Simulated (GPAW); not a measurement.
# Screening of a field by W2C(OH)2 MXene monolayer, part 2 of 2

How does W2C(OH)2 MXene monolayer screen a perpendicular field?

GPAW 26.7.0; GPAW, PAW setups; layer in a repeated cell with vacuum, relaxation of atoms and in-plane cell (the session's first sound run).

So far, dipole along the normal (e·Å): step 2 (relaxation) -4.8e-5; step 3 (plane waves, PBE) -5.6e-4.

### 4. In a field

A uniform field along the normal polarises the slab; the atoms stay fixed, so this is the electronic response alone.

Input file run.py:

```python
import json
import numpy as np
from ase import Atoms
from gpaw import GPAW, PW
from gpaw.external import ConstantElectricField

slab = Atoms(
    ['H', 'O', 'W', 'C', 'W', 'O', 'H'],
    positions=[
        [-0.00000, 1.89730, 9.00000],
        [-0.00000, 1.89730, 9.97852],
        [1.64310, 0.94865, 11.29956],
        [-0.00000, 0.00000, 12.24418],
        [-0.00000, 1.89730, 13.18880],
        [1.64310, 0.94865, 14.50984],
        [1.64310, 0.94865, 15.48836]],
    cell=[[3.28621, -0.0, 0.0], [-1.6431, 2.84594, 0.0], [0.0, 0.0, 24.4884]],
    pbc=[True, True, False])

slab.calc = GPAW(mode=PW(500), xc='PBE', kpts={'size': (12, 12, 1), 'gamma': True},
                 occupations={'name': 'fermi-dirac', 'width': 0.05}, nbands='160%',
                 convergence={'density': 1e-05}, maxiter=200,
                 poissonsolver={'dipolelayer': 'xy'},
                 external=ConstantElectricField(-0.2, [0, 0, 1]),
                 symmetry={'tolerance': 1e-3}, txt='slab.txt')
result = {}
energy = slab.get_potential_energy()
fermi = slab.calc.get_fermi_level()
v = slab.calc.get_electrostatic_potential().mean((0, 1)) - fermi
n = slab.calc.get_pseudo_density().mean((0, 1))
L = slab.cell[2, 2]
z = np.arange(len(v)) * L / len(v)
low, high = slab.positions[:, 2].min(), slab.positions[:, 2].max()
below, above = np.interp([low - 6.8, high + 6.8], z, v)
slopes = [np.interp(x, z, np.gradient(v, z)) for x in (low - 6.8, high + 6.8)]
eps = np.array([[slab.calc.get_eigenvalues(k, s) for k in range(len(slab.calc.get_ibz_k_points()))]
                for s in range(slab.calc.get_number_of_spins())]) - fermi
top, bottom = eps[eps < 0].max(), eps[eps > 0].min()
dipole = slab.get_dipole_moment()[2]
print(f'energy {energy:.4f} eV, Fermi level {fermi:.4f} eV, dipole {dipole:.5f} e A')
print(f'potential 6.8 A off the faces, from the Fermi level: lower {below:.4f} eV, upper {above:.4f} eV')
print(f'slope of the potential there: lower {slopes[0]:.5f}, upper {slopes[1]:.5f} eV/A')
print(f'nearest levels on the mesh: {top:.4f} and {bottom:.4f} eV')
print('magnetic moment', round(slab.get_magnetic_moment(), 3))
result.update(energy=energy, fermi=fermi, dipole=dipole, below=below, above=above, slopes=slopes, edges=[top, bottom],
              z=z.tolist(), v=v.tolist(), n=n.tolist(), positions=slab.positions.tolist(),
              forces=slab.get_forces(apply_constraint=False).tolist(), moments=slab.get_magnetic_moments().tolist())
json.dump(result, open('result.json', 'w'))
```

Run with:

```
> OMP_NUM_THREADS=1 OPENBLAS_NUM_THREADS=1 python run.py
```

It took 3.5 min on 1 thread of Intel Xeon 6975P-C (Granite Rapids), shared host; peak memory 0.7 GiB.

This step gave:

| Property | Result |
| --- | --- |
| dipole along the normal | -0.1253 e·Å |
| levels nearest the Fermi level on the mesh | -0.03554, 0.01531 eV from the Fermi level |
| potential below the slab, the applied field's own ramp left out | 1.009 eV from the Fermi level |
| potential above the slab, the applied field's own ramp left out | 3.433 eV from the Fermi level |

The electrostatic potential energy of an electron (without an applied field's), less the Fermi level, planar mean oscillates, so the rows of the table below give means over windows of 1 Å about each position, cut where the curve ends. Its maxima inside the range that stand out by 2 % of the span (Å: eV): 9.3: -0.900, 10.4: -6.85, 12.0: -15.0, 12.5: -14.9, 14.1: -6.09, 15.2: 0.375, 24.0: 3.43. Its minima: 9.0: -1.81, 10.0: -10.2, 11.3: -23.7, 12.2: -16.3, 13.2: -23.3, 14.4: -9.32, 15.5: -0.400.

The electrostatic potential energy of an electron (without an applied field's), less the Fermi level, planar mean by z; means over each step:

z (Å), electrostatic potential energy of an electron (without an applied field's), less the Fermi level, planar mean (eV) and a bar from the least value:
```
        0        1.5 ###########################
        1        1.0 ###########################
        2        1.0 ###########################
        3        1.0 ###########################
        4        1.0 ###########################
        5        1.0 ###########################
        6        1.0 ###########################
        7        0.9 ###########################
        8        0.4 ##########################
        9       -1.2 ########################
       10       -7.2 ################
       11      -17.3 ###
       12      -16.6 ####
       13      -19.6 
       14       -9.4 #############
       15       -2.5 ######################
       16        1.2 ###########################
       17        2.8 #############################
       18        3.2 ##############################
       19        3.4 ##############################
       20        3.4 ##############################
       21        3.4 ##############################
       22        3.4 ##############################
       23        3.4 ##############################
       24        3.3 ##############################
```

Force by atom:

```
atom  x (eV/Å)  y (eV/Å)  z (eV/Å)   size
  H1     0.000     0.000    -0.065  0.065
  O2     0.000     0.000     0.015  0.015
  W3     0.000     0.000     0.036  0.036
  C4     0.000     0.000    -0.006  0.006
  W5     0.000     0.000     0.022  0.022
  O6     0.000     0.000    -0.119  0.119
  H7     0.000     0.000     0.118  0.118
```

The dipole is now -0.125 e Å, against -5.6e-4 in the run without a field.

### 5. Field on

run.py, as its differences from that of step 4:

```diff
@@ -23,3 +23,3 @@
                  poissonsolver={'dipolelayer': 'xy'},
-                 external=ConstantElectricField(-0.2, [0, 0, 1]),
+                 external=ConstantElectricField(-0.1, [0, 0, 1]),
                  symmetry={'tolerance': 1e-3}, txt='slab.txt')
```

It took 3.5 min on 1 thread; peak memory 0.7 GiB.

This step gave:

```
dipole along the normal                                         : -0.06250 e·Å
levels nearest the Fermi level on the mesh                      : -0.03481, 0.01562 eV from the Fermi level
potential below the slab, the applied field's own ramp left out : 1.576 eV from the Fermi level
potential above the slab, the applied field's own ramp left out : 2.785 eV from the Fermi level
```

The electrostatic potential energy of an electron (without an applied field's), less the Fermi level, planar mean by z:

z (Å), electrostatic potential energy of an electron (without an applied field's), less the Fermi level, planar mean (eV) and a bar from the least value:
```
      0.0        2.2 #############################
      0.5        1.6 #############################
      1.0        1.6 #############################
      1.5        1.6 #############################
      2.0        1.6 #############################
      2.5        1.6 #############################
      3.0        1.6 #############################
      3.5        1.6 #############################
      4.0        1.6 #############################
      4.5        1.6 #############################
      5.0        1.6 #############################
      5.5        1.6 ############################
      6.0        1.5 ############################
      6.5        1.5 ############################
      7.0        1.4 ############################
      7.5        1.2 ############################
      8.0        0.9 ############################
      8.5        0.2 ###########################
      9.0       -1.4 #########################
      9.5       -1.5 #########################
     10.0       -9.9 ##############
     10.5       -7.2 ##################
     11.0      -18.7 ####
     11.5      -21.8 
     12.0      -15.1 ########
     12.5      -15.0 ########
     13.0      -21.8 
     13.5      -18.1 #####
     14.0       -6.8 ##################
     14.5       -9.5 ###############
     15.0       -0.8 ##########################
     15.5       -0.7 ##########################
     16.0        1.0 ############################
     16.5        1.9 #############################
     17.0        2.3 #############################
     17.5        2.5 ##############################
     18.0        2.6 ##############################
     18.5        2.7 ##############################
     19.0        2.7 ##############################
     19.5        2.8 ##############################
     20.0        2.8 ##############################
     20.5        2.8 ##############################
     21.0        2.8 ##############################
     21.5        2.8 ##############################
     22.0        2.8 ##############################
     22.5        2.8 ##############################
     23.0        2.8 ##############################
     23.5        2.8 ##############################
     24.0        2.8 ##############################
```

Force by atom:

```
atom  x (eV/Å)  y (eV/Å)  z (eV/Å)   size
  H1     0.000     0.000    -0.080  0.080
  O2     0.000     0.000     0.044  0.044
  W3     0.000     0.000     0.021  0.021
  C4     0.000     0.000    -0.003  0.003
  W5     0.000     0.000     0.009  0.009
  O6     0.000     0.000    -0.096  0.096
  H7     0.000     0.000     0.107  0.107
```

The dipole is now -0.0625 e Å, against -5.6e-4 in the run without a field.

### 6. In a field

run.py, as its differences from that of step 5:

```diff
@@ -23,3 +23,3 @@
                  poissonsolver={'dipolelayer': 'xy'},
-                 external=ConstantElectricField(-0.1, [0, 0, 1]),
+                 external=ConstantElectricField(-0.05, [0, 0, 1]),
                  symmetry={'tolerance': 1e-3}, txt='slab.txt')
```

Wall time 3.8 min (1 thread); peak memory 0.7 GiB.

### 7. In a field

run.py, as its differences from that of step 6:

```diff
@@ -23,3 +23,3 @@
                  poissonsolver={'dipolelayer': 'xy'},
-                 external=ConstantElectricField(-0.05, [0, 0, 1]),
+                 external=ConstantElectricField(0.05, [0, 0, 1]),
                  symmetry={'tolerance': 1e-3}, txt='slab.txt')
```

Wall time 3.8 min (1 thread); peak memory 0.7 GiB.

The electrostatic potential energy of an electron (without an applied field's), less the Fermi level, planar mean oscillates, so the rows of the table below give means over windows of 1 Å about each position, cut where the curve ends. Its maxima inside the range that stand out by 2 % of the span (Å: eV): 9.3: -0.100, 10.4: -6.37, 12.0: -14.9, 12.5: -14.9, 14.1: -6.56, 15.2: -0.420. Its minima: 9.0: -0.927, 10.0: -9.66, 11.3: -23.4, 12.2: -16.3, 13.2: -23.5, 14.4: -9.89, 15.5: -1.28.

Table of electrostatic potential energy of an electron (without an applied field's), less the Fermi level, planar mean by z; means over each step:

z (Å), electrostatic potential energy of an electron (without an applied field's), less the Fermi level, planar mean (eV) and a bar from the least value:
```
        0        2.4 ##############################
        1        2.5 ##############################
        2        2.5 ##############################
        3        2.5 ##############################
        4        2.5 ##############################
        5        2.5 ##############################
        6        2.4 ##############################
        7        2.2 ##############################
        8        1.6 #############################
        9       -0.3 ##########################
       10       -6.6 ##################
       11      -17.0 ####
       12      -16.6 ####
       13      -19.8 
       14       -9.9 #############
       15       -3.2 ######################
       16        0.2 ###########################
       17        1.5 #############################
       18        1.8 #############################
       19        1.8 #############################
       20        1.9 #############################
       21        1.9 #############################
       22        1.9 #############################
       23        1.9 #############################
       24        1.9 #############################
```

### 8. Field on

run.py, as its differences from that of step 7:

```diff
@@ -23,3 +23,3 @@
                  poissonsolver={'dipolelayer': 'xy'},
-                 external=ConstantElectricField(0.05, [0, 0, 1]),
+                 external=ConstantElectricField(0.1, [0, 0, 1]),
                  symmetry={'tolerance': 1e-3}, txt='slab.txt')
```

The job ended after 3.4 min (1 thread; peak memory 0.7 GiB).

The dipole is now 0.0625 e Å, against -5.6e-4 in the run without a field.

### 9. Field on

run.py, as its differences from that of step 8:

```diff
@@ -23,3 +23,3 @@
                  poissonsolver={'dipolelayer': 'xy'},
-                 external=ConstantElectricField(0.1, [0, 0, 1]),
+                 external=ConstantElectricField(0.2, [0, 0, 1]),
                  symmetry={'tolerance': 1e-3}, txt='slab.txt')
```

It took 3.3 min on 1 thread; peak memory 0.7 GiB.

The dipole is now 0.125 e Å, against -5.6e-4 in the run without a field.

### 10. Field on

run.py, as its differences from that of step 9:

```diff
@@ -23,3 +23,3 @@
                  poissonsolver={'dipolelayer': 'xy'},
-                 external=ConstantElectricField(0.2, [0, 0, 1]),
+                 external=ConstantElectricField(0.3, [0, 0, 1]),
                  symmetry={'tolerance': 1e-3}, txt='slab.txt')
```

Run time: 3.5 min. Hardware: 1 thread; peak memory 0.7 GiB.

The electrostatic potential energy of an electron (without an applied field's), less the Fermi level, planar mean by z:

z (Å), electrostatic potential energy of an electron (without an applied field's), less the Fermi level, planar mean (eV) and a bar from the least value:
```
      0.0        2.3 ############################
      0.5        4.1 ##############################
      1.0        4.1 ##############################
      1.5        4.1 ##############################
      2.0        4.1 ##############################
      2.5        4.1 ##############################
      3.0        4.1 ##############################
      3.5        4.1 ##############################
      4.0        4.1 ##############################
      4.5        4.1 ##############################
      5.0        4.1 ##############################
      5.5        4.0 ##############################
      6.0        3.9 ##############################
      6.5        3.8 ##############################
      7.0        3.6 #############################
      7.5        3.3 #############################
      8.0        2.8 ############################
      8.5        1.8 ###########################
      9.0        0.0 #########################
      9.5       -0.3 #########################
     10.0       -9.0 ###############
     10.5       -6.5 ##################
     11.0      -18.2 ####
     11.5      -21.5 #
     12.0      -15.0 ########
     12.5      -15.1 ########
     13.0      -22.1 
     13.5      -18.6 ####
     14.0       -7.5 #################
     14.5      -10.4 #############
     15.0       -2.0 #######################
     15.5       -2.2 #######################
     16.0       -0.6 #########################
     16.5        0.0 #########################
     17.0        0.2 ##########################
     17.5        0.4 ##########################
     18.0        0.4 ##########################
     18.5        0.4 ##########################
     19.0        0.5 ##########################
     19.5        0.5 ##########################
     20.0        0.5 ##########################
     20.5        0.5 ##########################
     21.0        0.5 ##########################
     21.5        0.5 ##########################
     22.0        0.5 ##########################
     22.5        0.5 ##########################
     23.0        0.5 ##########################
     23.5        0.5 ##########################
     24.0        0.5 ##########################
```

The dipole is now 0.189 e Å, against -5.6e-4 in the run without a field.

### 11. The series

The members are put on one axis.

This step: induced dipole against applied field (GPAW 26.7.0).

Table of dipole along the normal by field:

```
field (V/Å)  dipole along the normal (e·Å)
     -0.200                         -0.125
     -0.100                        -0.0625
     -0.050                        -0.0313
      0.000                        -5.6e-4
      0.050                         0.0313
      0.100                         0.0625
      0.200                          0.125
      0.300                          0.189
```

### 12. What came out

| Property | Result |
| --- | --- |
| work function, upper and lower face | 2.174 and 2.161 eV |
| dipole along the normal | -5.6e-4 e Å |
| induced dipole per field | 0.628 e Å per V/Å |
| out-of-plane polarisability per area, α/(ε0 A) | 12.2 Å |

What this shows: The field induces 0.628 e Å per V/Å, a polarisable thickness α/(ε0 A) of 12.2 Å beside 6.49 Å between the outermost nuclei. A perfect conductor would give the distance between its two image planes; a dielectric of thickness t gives t(1 - 1/ε). The induced dipole is linear in the field over this range. The starting lattice was a guess from atomic radii; the relaxation moved it by 5 %. The small printed dipole stands for a step of 11 meV from the lower to the upper face, and the probes find 12 meV; values this small are near the numerical noise of both. The layer's cell and atoms come from the relaxation; spin-orbit coupling and temperature are left out.

[Logs are printed without paths, hosts, clocks, repeated set-up lines and the standing remarks that a program may print on its own settings, such as how far it seeks lower states.]

[Hosts, paths, dates, database ids (printed as entryN), source tags and the programs' standing remarks are cut or masked in the printed files.]
